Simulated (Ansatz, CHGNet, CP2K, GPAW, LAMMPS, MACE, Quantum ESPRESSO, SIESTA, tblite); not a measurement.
**Amorphous Ge (61 atoms), the geometry as built**

61 atoms (61 Ge) placed at random at 5.25 g/cm³, melted at 3500 K for 10 ps at fixed volume with the Tersoff potential (Tersoff, Phys. Rev. B 39, 5566 (1989)). Quenched from 3500 K to 500 K at 3 K/ps and fixed volume, held 5 ps.

This is the geometry as built. Method: machine-learned interatomic potential CHGNet 0.3.0, trained on PBE(+U) plane-wave data; its forces lie 53 % r.m.s. from those of plane-wave PBE on this cell (CHGNet 0.3.0); published weights, no electronic structure; density 5.25 g/cm³.

Cell vectors (Å):

```
11.188 0.000 0.000
0.000 11.188 0.000
0.000 0.000 11.188
```

Positions in Å, forces in eV/Å:

```tsv
atom	x	y	z	fx	fy	fz
Ge1	5.874	6.357	2.452	-0.173	0.411	0.757
Ge2	0.627	6.305	1.507	-0.339	0.110	-0.119
Ge3	8.071	0.913	5.154	0.459	0.041	0.357
Ge4	2.570	5.100	0.094	0.196	-0.085	-0.090
Ge5	5.061	8.141	6.039	0.314	0.215	0.016
Ge6	4.035	5.430	3.666	-0.161	-0.499	0.335
Ge7	4.782	5.696	6.022	1.053	0.298	-0.435
Ge8	11.030	11.169	7.457	-0.307	-0.095	-0.359
Ge9	8.199	4.700	8.400	0.166	-0.040	0.037
Ge10	3.678	2.990	0.907	0.350	0.563	0.546
Ge11	10.487	3.549	8.982	-0.710	-0.003	-0.547
Ge12	5.832	2.485	11.059	0.173	-0.616	-0.005
Ge13	0.700	7.261	10.154	-0.097	-0.108	0.230
Ge14	2.138	6.898	3.361	-0.319	0.266	0.179
Ge15	0.082	2.332	6.918	0.665	0.214	0.622
Ge16	2.713	10.530	4.315	0.160	0.953	-0.539
Ge17	2.854	5.119	7.139	-1.222	-0.205	0.565
Ge18	3.309	3.098	3.352	-0.731	0.767	-0.809
Ge19	7.547	1.910	1.548	0.209	-0.014	-0.242
Ge20	8.424	7.192	7.864	-0.158	-0.590	-0.246
Ge21	5.805	9.744	2.577	0.047	0.296	-0.634
Ge22	4.709	8.103	9.954	0.382	0.093	-0.371
Ge23	1.090	5.114	9.073	0.442	0.242	-0.054
Ge24	8.684	4.773	4.822	-0.326	-0.219	-0.533
Ge25	2.019	10.367	0.654	0.579	0.029	0.010
Ge26	3.432	1.134	8.788	-0.148	0.140	-0.243
Ge27	5.650	0.347	9.646	-0.006	0.192	0.060
Ge28	6.761	4.311	6.384	0.195	-0.060	-0.106
Ge29	2.242	1.507	11.016	-0.799	-0.510	-0.562
Ge30	6.761	8.092	4.048	-0.029	-0.050	0.327
Ge31	10.015	8.174	1.966	0.215	-0.474	-0.171
Ge32	9.917	2.667	5.028	-0.385	0.285	-0.421
Ge33	8.445	4.141	2.199	0.237	-0.246	0.788
Ge34	1.272	6.953	5.815	-0.107	-0.229	0.135
Ge35	2.696	8.984	6.026	0.052	-0.752	1.023
Ge36	2.013	10.383	7.980	0.576	-0.084	-0.091
Ge37	0.660	2.697	3.371	0.429	-0.237	0.331
Ge38	9.954	10.559	5.161	0.211	-0.427	0.404
Ge39	6.562	8.703	7.996	-0.524	0.304	-0.069
Ge40	4.063	1.485	4.802	0.480	-1.032	0.733
Ge41	4.097	7.107	0.935	-0.216	-0.182	-0.094
Ge42	8.339	7.924	0.190	-0.466	0.148	0.379
Ge43	11.014	10.335	1.593	-0.510	0.091	-0.432
Ge44	6.047	1.956	6.294	-0.107	0.025	0.339
Ge45	6.437	0.822	3.454	-0.758	-0.049	-0.384
Ge46	10.973	2.275	10.961	0.443	-0.004	0.106
Ge47	0.521	0.143	3.649	-0.055	0.573	0.184
Ge48	6.432	9.625	11.122	-0.041	0.033	0.503
Ge49	9.741	8.294	9.510	0.635	0.187	-0.171
Ge50	7.341	0.104	7.769	-0.195	-0.141	-0.025
Ge51	9.385	10.705	9.141	-0.150	0.132	0.125
Ge52	3.370	9.075	2.468	-0.074	0.036	-0.207
Ge53	10.815	3.924	1.596	0.003	0.407	-0.275
Ge54	9.375	0.526	0.218	-0.265	-0.077	0.331
Ge55	7.386	5.772	0.804	0.533	-0.278	-1.235
Ge56	9.797	6.627	5.940	0.670	0.327	-0.323
Ge57	2.668	2.592	6.763	-0.127	-0.063	0.115
Ge58	4.272	5.664	9.381	-0.089	-0.107	-0.267
Ge59	9.222	8.395	4.201	-0.261	-0.166	0.658
Ge60	2.410	8.964	9.893	-0.071	-0.044	-0.047
Ge61	6.394	4.571	10.029	0.049	0.309	-0.087
```

The quench rate of 3 K/ps is many orders above laboratory rates, so the cell is likely richer in defects and strain than a real sample. The network of bonds at the start is that of the classical potential that made the cell, and needn't be the one that DFT or experiment would give.

The r.m.s. force component is 0.396 eV/Å; the longest force, 1.37 eV/Å, acts on Ge55.

[Logs are printed without paths, hosts, clocks, repeated set-up lines and the standing remarks that a program may print on its own settings, such as how far it seeks lower states.]

[Hosts, paths, dates, database ids (printed as entryN), source tags and the programs' standing remarks are cut or masked in the printed files.]
